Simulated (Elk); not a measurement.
# Electronic structure of magnetic SmSbTe

How do the spin channels of SmSbTe fill?

Calculated with Elk 11.2.3 (patched build); PBEsol; all-electron APW+lo, Dirac cores, scalar-relativistic bands.

## (1) The starting structure

Symmetry: P4/nmm, No. 129, tetragonal system. Conventional cell: a = 4.310 Å, b = 4.310 Å, c = 9.496 Å, α = 90.00°, β = 90.00°, γ = 90.00°. Nearest to Sm lie 5 Te at 3.19 to 3.32 Å and 4 Sb at 3.38 Å. Sb has 4 Sb at 3.05 Å and 4 Sm at 3.38 Å nearest. Nearest to Te lie 5 Sm at 3.19 to 3.32 Å. Farther neighbours and most contacts between anions are not listed.

The cell comes from a database of computed structures and need not be the stable phase.

## (2) Ground-state run

Bands and densities of states are read from a converged potential, so the magnetic state comes first.

This is the lowest of the starts that converged (antiferro +-).

Moments are seeded by fields in the spheres (the last three columns under atoms), set against the wanted direction and reduced each loop.

File elk.in:

```
tasks
  0

xctype
  22

reducebf
  0.6

epsengy
  1e-05

maxscl
  100

rgkmax
  7.0

nempty
  8

swidth
  0.003

lmaxi
  3

spinpol
  .true.

sppath
  './'

avec
  8.14473800307 0.00000000000 0.00000000000
  0.00000000000 8.14473800307 0.00000000000
  0.00000000000 0.00000000000 17.94518190569

atoms
  3
  'Sm.in'
  2
  0.0000000000 0.5000000000 0.7252358500   0.000000 0.000000 -0.375000
  0.5000000000 0.0000000000 0.2747641500   0.000000 0.000000 0.375000
  'Sb.in'
  2
  0.0000000000 0.0000000000 0.0000000000   0.000000 0.000000 0.000000
  0.5000000000 0.5000000000 0.0000000000   0.000000 0.000000 0.000000
  'Te.in'
  2
  0.0000000000 0.5000000000 0.3753669400   0.000000 0.000000 0.000000
  0.5000000000 0.0000000000 0.6246330600   0.000000 0.000000 0.000000

ngridk
  6 6 2
```

On the command line:

```console
> OMP_NUM_THREADS=4 elk
```

Numbers of over 12 decimals in the logs are rounded to 6 here.

What it wrote:

```text
Warning(init1): few empty states an atom for a second variation :    8.000000000
 they are its basis, with spin, DFT+U, afieldc (12 by default), in Hartree-Fock and RDMFT; 30 and more for pressures
Warning(gndstate): core states of species 2 leak from the muffin-tin :   0.7944551713E-03
Warning(gndstate): core states of species 3 leak from the muffin-tin :   0.4060907544E-03

--- INFO.OUT ---
┌─────────────────────────┐
│ Elk code version 11.2.3 │
└─────────────────────────┘

All units are atomic (Hartree, Bohr, etc.)

┌─────────────────────────────────────────────────┐
│ Ground-state run starting from atomic densities │
└─────────────────────────────────────────────────┘

Lattice vectors :
   8.144738003       0.000000000       0.000000000
   0.000000000       8.144738003       0.000000000
   0.000000000       0.000000000       17.94518191

Species : 1 (Sm)
 parameters loaded from : Sm.in
 name : samarium
 nuclear charge    :   -62.00000000
 electronic charge :    62.00000000
 atomic mass :    274089.5128
 muffin-tin radius :    2.800000000
 number of radial points in muffin-tin :   1393
 inner part over the whole radius :   0.9921564312E-02
 number on inner part of muffin-tin    :    997
 approximate nuclear radius :   0.9496109131E-04
 number of mesh points to nuclear radius :    510
 atomic positions (lattice), magnetic fields (Cartesian) :
  1 :   0.25000000  0.25000000  0.22523585    0.00000000  0.00000000 -0.37500000
  2 :  -0.25000000 -0.25000000 -0.22523585    0.00000000  0.00000000  0.37500000

Species : 2 (Sb)
 parameters loaded from : Sb.in
 name : antimony
 nuclear charge    :   -51.00000000
 electronic charge :    51.00000000
 atomic mass :    221954.9021
 muffin-tin radius :    2.600000000
 number of radial points in muffin-tin :   1193
 inner part over the whole radius :   0.9886087340E-02
 number on inner part of muffin-tin    :    850
 approximate nuclear radius :   0.8886795689E-04
 number of mesh points to nuclear radius :    429
 atomic positions (lattice), magnetic fields (Cartesian) :
  1 :   0.25000000 -0.25000000  0.50000000    0.00000000  0.00000000  0.00000000
  2 :  -0.25000000  0.25000000  0.50000000    0.00000000  0.00000000  0.00000000

Species : 3 (Te)
 parameters loaded from : Te.in
 name : tellurium
 nuclear charge    :   -52.00000000
 electronic charge :    52.00000000
 atomic mass :    232600.5708
 muffin-tin radius :    2.600000000
 number of radial points in muffin-tin :   1193
 inner part over the whole radius :   0.9992174838E-02
 number on inner part of muffin-tin    :    851
 approximate nuclear radius :   0.8944870508E-04
 number of mesh points to nuclear radius :    430
 atomic positions (lattice), magnetic fields (Cartesian) :
  1 :   0.25000000  0.25000000 -0.12463306    0.00000000  0.00000000  0.00000000
  2 :  -0.25000000 -0.25000000  0.12463306    0.00000000  0.00000000  0.00000000

Total number of atoms per unit cell :    6
Total muffin-tin volume :    478.3933517
 ratio of muffin-tin to unit cell volume :   0.4018676370

Spin treatment :
 spin-polarised
 global magnetic field (Cartesian) :    0.000000000       0.000000000       0.000000000
 collinear magnetisation in z-direction

Number of Bravais lattice symmetries :   16
Number of crystal symmetries         :   16
Crystal has inversion symmetry
Real symmetric eigensolver will be used

k-point grid :      6     6     2
k-point offset :    0.000000000       0.000000000       0.000000000
k-point set is reduced with full crystal symmetry group
Total number of k-points :       20

Muffin-tin radius times maximum |G+k| :    7.000000000
 using average radius
Maximum |G+k| for APW functions       :    2.625000000
Maximum (1/2)|G+k|²                   :    3.445312500
Maximum |G| for potential and density :    12.00000000
Constant for pseudocharge density :    8
 order of it for each species :   15  15  15
 order of it for pair densities of each species (exact exchange by exxq0 0: 15) :   11   9   9
Radial integration step length :    1

G-vector grid sizes :     32    32    70
Number of G-vectors :    34729

Maximum angular momentum used for
 APW functions            :    8
 outer part of muffin-tin :    6
 inner part of muffin-tin :    3

Number of empty states         :     48
Total number of valence states :    192
Total number of core states    :    236

Third-order local-orbitals added for an l without core states : T
Total number of local-orbitals :    128

Exchange-correlation functional :     22     0     0
 PBEsol, Phys. Rev. Lett. 100, 136406 (2008)
 gradient requirement :    1
 generalised gradient approximation (GGA)

Smearing type :    3
 Fermi-Dirac
Smearing width :   0.3000000000E-02
Effective electronic temperature (K) :    947.3250744

Mixing type :    3
 Broyden mixing, J. Phys. A: Math. Gen. 17, L317 (1984)

Kohn-Sham potential initialised from atomic data

┌──────────────────────────────┐
│ Self-consistent loop started │
└──────────────────────────────┘

┌─────────────────┐
│ Loop number : 1 │
└─────────────────┘

Energies :
 Fermi                       :     0.190901
 sum of occupied eigenvalues :     -28971.722225949
 electron kinetic            :      50603.353057471
 core electron kinetic       :      49714.691544024
 Coulomb                     :     -96870.555983427
 Coulomb potential           :     -78192.202335004
 nuclear-nuclear             :     -4459.9609596784
 electron-nuclear            :     -106714.30090257
 Hartree                     :      14303.705878824
 Madelung                    :     -57774.454815925
 xc potential                :     -1382.2913705601
 xc effective B-field        :    -0.417479
 external B-field            :      0.000000
 exchange                    :     -1123.3923437241
 correlation                 :     -20.455694769724
 electron entropic           :    -0.24064719319867E-01
 total energy                :     -47411.075029169
 (external B-field energy excluded from total)

Density of states at Fermi energy :    913.4458440
 (states/Hartree/unit cell)

Estimated indirect band gap :   0.1537055890E-04
 from k-point 6 to k-point 4
Estimated direct band gap   :   0.5667275383E-03
 at k-point 7

Charges :
 core                        :    236.0000000
 valence                     :    94.00000000
 interstitial                :    13.40347168
 muffin-tins (core leakage)
  species : 1 (Sm)
   atom 1                    :    58.63922001     (  0.3013586240E-04)
   atom 2                    :    58.63922001     (  0.3013586240E-04)
  species : 2 (Sb)
   atom 1                    :    49.36723392     (  0.8247221458E-03)
   atom 2                    :    49.36723392     (  0.8247221458E-03)
  species : 3 (Te)
   atom 1                    :    50.29181023     (  0.4181456909E-03)
   atom 2                    :    50.29181023     (  0.4181456909E-03)
 total in muffin-tins        :    316.5965283
 total calculated charge     :    329.9971950
 total charge                :    330.0000000
 error                       :   0.2805041319E-02

Moments :
 interstitial                :   0.2076217640E-15
 muffin-tins
  species : 1 (Sm)
   atom 1                    :    4.111195492
   atom 2                    :   -4.111195492
  species : 2 (Sb)
   atom 1                    :   0.6390110924E-20
   atom 2                    :  -0.6390110924E-20
  species : 3 (Te)
   atom 1                    :   0.1395443853E-01
   atom 2                    :  -0.1395443853E-01
 total in muffin-tins        :    0.000000000
 total moment                :   0.2076217640E-15

[... earlier loops left out ...]

┌──────────────────┐
│ Loop number : 25 │
└──────────────────┘

Energies :
 Fermi                       :     0.230363
 sum of occupied eigenvalues :     -28949.415653697
 electron kinetic            :      50663.749519323
 core electron kinetic       :      49718.845475897
 Coulomb                     :     -96927.568714309
 Coulomb potential           :     -78102.742593226
 nuclear-nuclear             :     -4459.9609596784
 electron-nuclear            :     -106918.18961226
 Hartree                     :      14450.581857633
 Madelung                    :     -57876.197417696
 xc potential                :     -1509.6445864222
 xc effective B-field        :    -0.777992
 external B-field            :      0.000000
 exchange                    :     -1127.7757195539
 correlation                 :     -20.499171967159
 electron entropic           :    -0.16567106482296E-01
 total energy                :     -47412.110653613
 (external B-field energy excluded from total)

Density of states at Fermi energy :    562.2564983
 (states/Hartree/unit cell)

Estimated indirect band gap :   0.8942796175E-03
 from k-point 1 to k-point 4
Estimated direct band gap   :   0.2304663182E-02
 at k-point 4

Charges :
 core                        :    236.0000000
 valence                     :    94.00000000
 interstitial                :    11.92188247
 muffin-tins (core leakage)
  species : 1 (Sm)
   atom 1                    :    60.01648368     (  0.2604023878E-04)
   atom 2                    :    60.01648368     (  0.2604023878E-04)
  species : 2 (Sb)
   atom 1                    :    49.01287151     (  0.7944551713E-03)
   atom 2                    :    49.01287151     (  0.7944551713E-03)
  species : 3 (Te)
   atom 1                    :    50.00970357     (  0.4060907544E-03)
   atom 2                    :    50.00970357     (  0.4060907544E-03)
 total in muffin-tins        :    318.0781175
 total calculated charge     :    329.9972587
 total charge                :    330.0000000
 error                       :   0.2741252883E-02

Moments :
 interstitial                :   0.5529381023E-15
 muffin-tins
  species : 1 (Sm)
   atom 1                    :    5.556650003
   atom 2                    :   -5.556650003
  species : 2 (Sb)
   atom 1                    :  -0.2926766946E-20
   atom 2                    :   0.2926766946E-20
  species : 3 (Te)
   atom 1                    :   0.8345518844E-01
   atom 2                    :  -0.8345518844E-01
 total in muffin-tins        :    0.000000000
 total moment                :   0.5529381023E-15

┌──────────────────────────────┐
│ Self-consistent loop stopped │
└──────────────────────────────┘

Warning : core states of species 2 leak from the muffin-tin :   0.7944551713E-03

Warning : core states of species 3 leak from the muffin-tin :   0.4060907544E-03

Wrote STATE.OUT
```

Run time: 16 min. Hardware: 4 threads of AMD EPYC 7571, shared host; peak memory 0.85 GiB; 63 min of CPU time.

Spin moment in the muffin-tin sphere by atom:

| atom | spin moment in the muffin-tin sphere (μB) |
| --- | --- |
| Sm1 | 5.56 |
| Sm2 | -5.56 |
| Sb3 | 0.00 |
| Sb4 | 0.00 |
| Te5 | 0.08 |
| Te6 | -0.08 |

Read from the output:

```
density of states at the Fermi level : 20.66 states/eV/cell
moment between the spheres           : 0 μB
magnetization                        : 0 μB
final state                          : antiferromagnetic
```

## (3) Levels along a path and on the mesh

The potential is kept. Point names follow a standard table for this cell's lattice and can differ from other conventions. The density of states is interpolated from the levels on the mesh (so its value at the Fermi level can differ from the smeared one of the ground-state run), and the bands are solved anew along a path of special points.

Edit elk.in of step 2 so:

```diff
@@ -1,3 +1,7 @@
 tasks
-  0
+  10
+  20
+  15
+  33
+  73
 
@@ -42,4 +46,4 @@
   2
-  0.0000000000 0.5000000000 0.7252358500   0.000000 0.000000 -0.375000
-  0.5000000000 0.0000000000 0.2747641500   0.000000 0.000000 0.375000
+  0.0000000000 0.5000000000 0.7252358500   0.000000 0.000000 -0.000375
+  0.5000000000 0.0000000000 0.2747641500   0.000000 0.000000 0.000375
   'Sb.in'
@@ -55 +59,22 @@
   6 6 2
+
+wplot
+  300 60 1
+  -0.35000 0.25000
+
+plot1d
+  7 84
+  0.00000000 0.00000000 0.00000000
+  0.00000000 0.50000000 0.00000000
+  0.50000000 0.50000000 0.00000000
+  0.00000000 0.00000000 0.00000000
+  0.00000000 0.00000000 0.50000000
+  0.00000000 0.50000000 0.50000000
+  0.50000000 0.50000000 0.50000000
+
+plot3d
+  0 0 0
+  1 0 0
+  0 1 0
+  0 0 1
+  22 22 48
```

On the command line:

```console
> OMP_NUM_THREADS=4 elk
```

What it wrote:

```text
┌─────────────────────────────────┐
│ Elk code version 11.2.3 started │
└─────────────────────────────────┘

Info(readinput): the functional depends on the density's gradient
 muffin-tin radial points multiplied by    2.00000
 (not where nrmtscf is given)

┌───────────────────┐
│ Current task : 10 │
└───────────────────┘

Info(findsymcrys): atomic basis shift (lattice) :
  0.2500000000      0.7500000000      0.5000000000
See GEOMETRY.OUT for new atomic positions

Info(writedos):
 Total density of states written to TDOS.OUT

 Partial density of states written to PDOS_Sss_Aaaaa.OUT
 for all species and atoms

 Spin-quantisation axis :    0.000000000       0.000000000       1.000000000

 Eigenvalues of a random matrix symmetrised with the site
 symmetries in the Yₗₘ basis written to ELMIREP.OUT for all
 species and atoms. Degenerate eigenvalues correspond to
 irreducible representations of each site symmetry group

 Interstitial density of states written to IDOS.OUT

 Fermi energy is at zero in plots

 DOS units are states/Hartree/unit cell

┌───────────────────┐
│ Current task : 20 │
└───────────────────┘

Info(bandstr):
 Band structure plot written to BAND.OUT

 Fermi energy is at zero in plot

 Vertex location lines written to BANDLINES.OUT

┌───────────────────┐
│ Current task : 15 │
└───────────────────┘

Warning(init1): few empty states an atom for a second variation :    8.000000000
 they are its basis, with spin, DFT+U, afieldc (12 by default), in Hartree-Fock and RDMFT; 30 and more for pressures

Info(writelsj):
 muffin-tin L, S and J expectation values written to LSJ.OUT

┌───────────────────┐
│ Current task : 33 │
└───────────────────┘

Info(rhoplot): 3D density plot written to RHO3D.OUT

┌───────────────────┐
│ Current task : 73 │
└───────────────────┘

Info(vecplot):
 3D magnetisation density written to MAG3D.OUT

┌──────────────────┐
│ Elk code stopped │
└──────────────────┘
```

Run time: 3.8 min. Hardware: 4 threads; peak memory 0.93 GiB; 13 min of CPU time.

Electronic bands along the path, in eV, zero at the Fermi level; # counts the bands kept:

| point | up #16 | up #17 | up #18 | up #19 | down #16 | down #17 | down #18 | down #19 |
| --- | --- | --- | --- | --- | --- | --- | --- | --- |
| Γ | -0.02 | 0.28 | 0.39 | 0.40 | -0.02 | 0.28 | 0.39 | 0.40 |
| halfway | -0.14 | 0.01 | 0.16 | 0.45 | -0.14 | 0.01 | 0.16 | 0.45 |
| X | -0.13 | -0.05 | 0.00 | 0.07 | -0.13 | -0.05 | 0.00 | 0.07 |
| halfway | -0.16 | -0.15 | -0.08 | 0.01 | -0.16 | -0.15 | -0.08 | 0.01 |
| M | -0.17 | -0.13 | -0.12 | -0.11 | -0.17 | -0.13 | -0.12 | -0.11 |
| halfway | -0.17 | -0.05 | 0.08 | 0.13 | -0.17 | -0.05 | 0.08 | 0.13 |
| Γ | -0.02 | 0.28 | 0.39 | 0.40 | -0.02 | 0.28 | 0.39 | 0.40 |
| 0.43 of the way | -0.06 | -0.01 | 0.40 | 0.40 | -0.06 | -0.01 | 0.40 | 0.40 |
| Z | -0.13 | -0.11 | 0.40 | 0.40 | -0.13 | -0.11 | 0.40 | 0.40 |
| halfway | -0.12 | -0.10 | 0.04 | 0.41 | -0.13 | -0.10 | 0.04 | 0.41 |
| R | -0.15 | 0.04 | 0.05 | 0.06 | -0.15 | 0.04 | 0.05 | 0.06 |
| halfway | -0.16 | -0.14 | -0.06 | -0.01 | -0.16 | -0.14 | -0.06 | -0.01 |
| A | -0.15 | -0.14 | -0.14 | -0.13 | -0.15 | -0.14 | -0.14 | -0.13 |

The density of states has structure finer than the step of the table below, so its rows give means over 0.5 eV, whole bins alone (the curve runs from -9.52 to 6.75 eV). Peaks (eV: height): up = down -0.16: 27.5, 3.54: 21.0; Sm1 f up -0.16: 26.0; Sm1 f down 3.54: 17.5; Sb3 p up -3.65: 0.277, -0.93: 0.379, -0.65: 0.317, 4.90: 0.334; Sb3 p down -3.65: 0.277, -0.93: 0.377, -0.65: 0.318, 4.90: 0.338.

Density of states against energy, zero at the Fermi level; means over each step; values in states/eV/cell:

| energy (eV) | up = down | Sm1 f up | Sm1 f down | Sb3 p up | Sb3 p down | Te5 p up | Te5 p down |
| --- | --- | --- | --- | --- | --- | --- | --- |
| -9.0 | 0.587 | 3.2e-4 | 2.1e-4 | 0.0110 | 0.0110 | 1.9e-4 | 2.0e-4 |
| -8.5 | 0.686 | 4.6e-4 | 3.1e-4 | 0.0120 | 0.0120 | 1.0e-4 | 1.8e-4 |
| -8.0 | 0.402 | 3.2e-4 | 2.2e-4 | 0.0104 | 0.0104 | 1.0e-4 | 1.0e-4 |
| -7.5 | 0.258 | 2.2e-4 | 2.0e-4 | 0.00780 | 0.00780 | 5.3e-5 | 8.6e-5 |
| -7.0 | 0.190 | 2.0e-4 | 1.7e-4 | 0.00580 | 0.00580 | 0 | 0 |
| -6.5 | 0.169 | 2.4e-4 | 1.8e-4 | 0.00474 | 0.00474 | 0 | 0 |
| -6.0 | 0.0696 | 1.3e-4 | 8.0e-5 | 0.00115 | 0.00115 | 0 | 0 |
| -5.5 | 0.00508 | 0 | 0 | 2.0e-5 | 2.0e-5 | 0 | 0 |
| -5.0 | 0.0113 | 0 | 0 | 0.00240 | 0.00240 | 9.8e-5 | 4.5e-5 |
| -4.5 | 0.371 | 6.3e-4 | 3.2e-4 | 0.0739 | 0.0739 | 0.00593 | 0.00509 |
| -4.0 | 0.652 | 0.00128 | 5.6e-4 | 0.0878 | 0.0878 | 0.0372 | 0.0484 |
| -3.5 | 2.02 | 0.00515 | 0.00194 | 0.163 | 0.163 | 0.207 | 0.238 |
| -3.0 | 2.19 | 0.00775 | 0.00226 | 0.147 | 0.147 | 0.288 | 0.291 |
| -2.5 | 1.90 | 0.0164 | 0.00347 | 0.165 | 0.165 | 0.228 | 0.233 |
| -2.0 | 2.64 | 0.0414 | 0.00537 | 0.208 | 0.208 | 0.319 | 0.368 |
| -1.5 | 3.30 | 0.102 | 0.0109 | 0.141 | 0.141 | 0.606 | 0.532 |
| -1.0 | 3.70 | 0.380 | 0.0164 | 0.263 | 0.263 | 0.524 | 0.395 |
| -0.5 | 4.63 | 2.59 | 0.0201 | 0.214 | 0.214 | 0.282 | 0.199 |
| 0.0 | 11.8 | 10.2 | 0.0140 | 0.126 | 0.126 | 0.152 | 0.229 |
| 0.5 | 0.809 | 0.317 | 0.00555 | 0.0362 | 0.0362 | 0.0602 | 0.104 |
| 1.0 | 0.484 | 0.0273 | 0.00855 | 0.0852 | 0.0852 | 0.00664 | 0.0113 |
| 1.5 | 0.835 | 0.0359 | 0.0199 | 0.112 | 0.112 | 0.0115 | 0.0174 |
| 2.0 | 0.580 | 0.0173 | 0.0290 | 0.0603 | 0.0604 | 0.00806 | 0.0103 |
| 2.5 | 1.25 | 0.0131 | 0.116 | 0.0646 | 0.0645 | 0.0133 | 0.0149 |
| 3.0 | 4.04 | 0.0220 | 1.04 | 0.108 | 0.108 | 0.0251 | 0.0349 |
| 3.5 | 12.8 | 0.0197 | 9.56 | 0.0854 | 0.0858 | 0.0405 | 0.0542 |
| 4.0 | 5.41 | 0.0158 | 2.05 | 0.116 | 0.116 | 0.0566 | 0.0423 |
| 4.5 | 3.35 | 0.0113 | 0.364 | 0.109 | 0.109 | 0.0484 | 0.0599 |
| 5.0 | 3.69 | 0.0154 | 0.206 | 0.202 | 0.203 | 0.0685 | 0.0742 |
| 5.5 | 3.36 | 0.0145 | 0.0844 | 0.115 | 0.115 | 0.0799 | 0.133 |
| 6.0 | 2.84 | 0.0110 | 0.0570 | 0.137 | 0.137 | 0.105 | 0.104 |

## (4) Results

| Property | Result |
| --- | --- |
| state | antiferromagnetic |
| largest moment | 5.56 μB |

In words: Right at the Fermi level (the table gives means over its steps) the density of states is 8.7 states/eV a cell for spin up and 8.7 for spin down. Within the window shown, the centres of the Sm1 f states of the two spins lie 3.7 eV apart, a rough measure of the splitting of the spins. The state is the lowest of the starts that converged. These are Kohn–Sham levels without spin–orbit coupling. Open f shells have many stationary orbital fillings, so the state need not be the lowest, and spin-only moments miss the orbital part. Without a U the functional spreads the 4f electrons too much, so the state and its energies are unreliable. Spin–orbit coupling, which these energies lack, is strong in these shells and can change the state in kind. With a GGA and lmaxo under 10 this build's totals carry angular errors that reach some ten meV an atom in oxides, so smaller differences are in doubt.

[Logs and program files are shortened in this print: banners, set-up blocks, solver, clock and traceback lines can be left out without a mark of their own.]

[Logs are printed without paths, hosts, clocks, repeated set-up lines and the standing remarks that a program may print on its own settings, such as how far it seeks lower states.]

[Hosts, paths, dates, database ids (printed as entryN), source tags and the programs' standing remarks are cut or masked in the printed files.]

[Where a cell is said to come from a database of computed structures, the database is the Materials Project.]
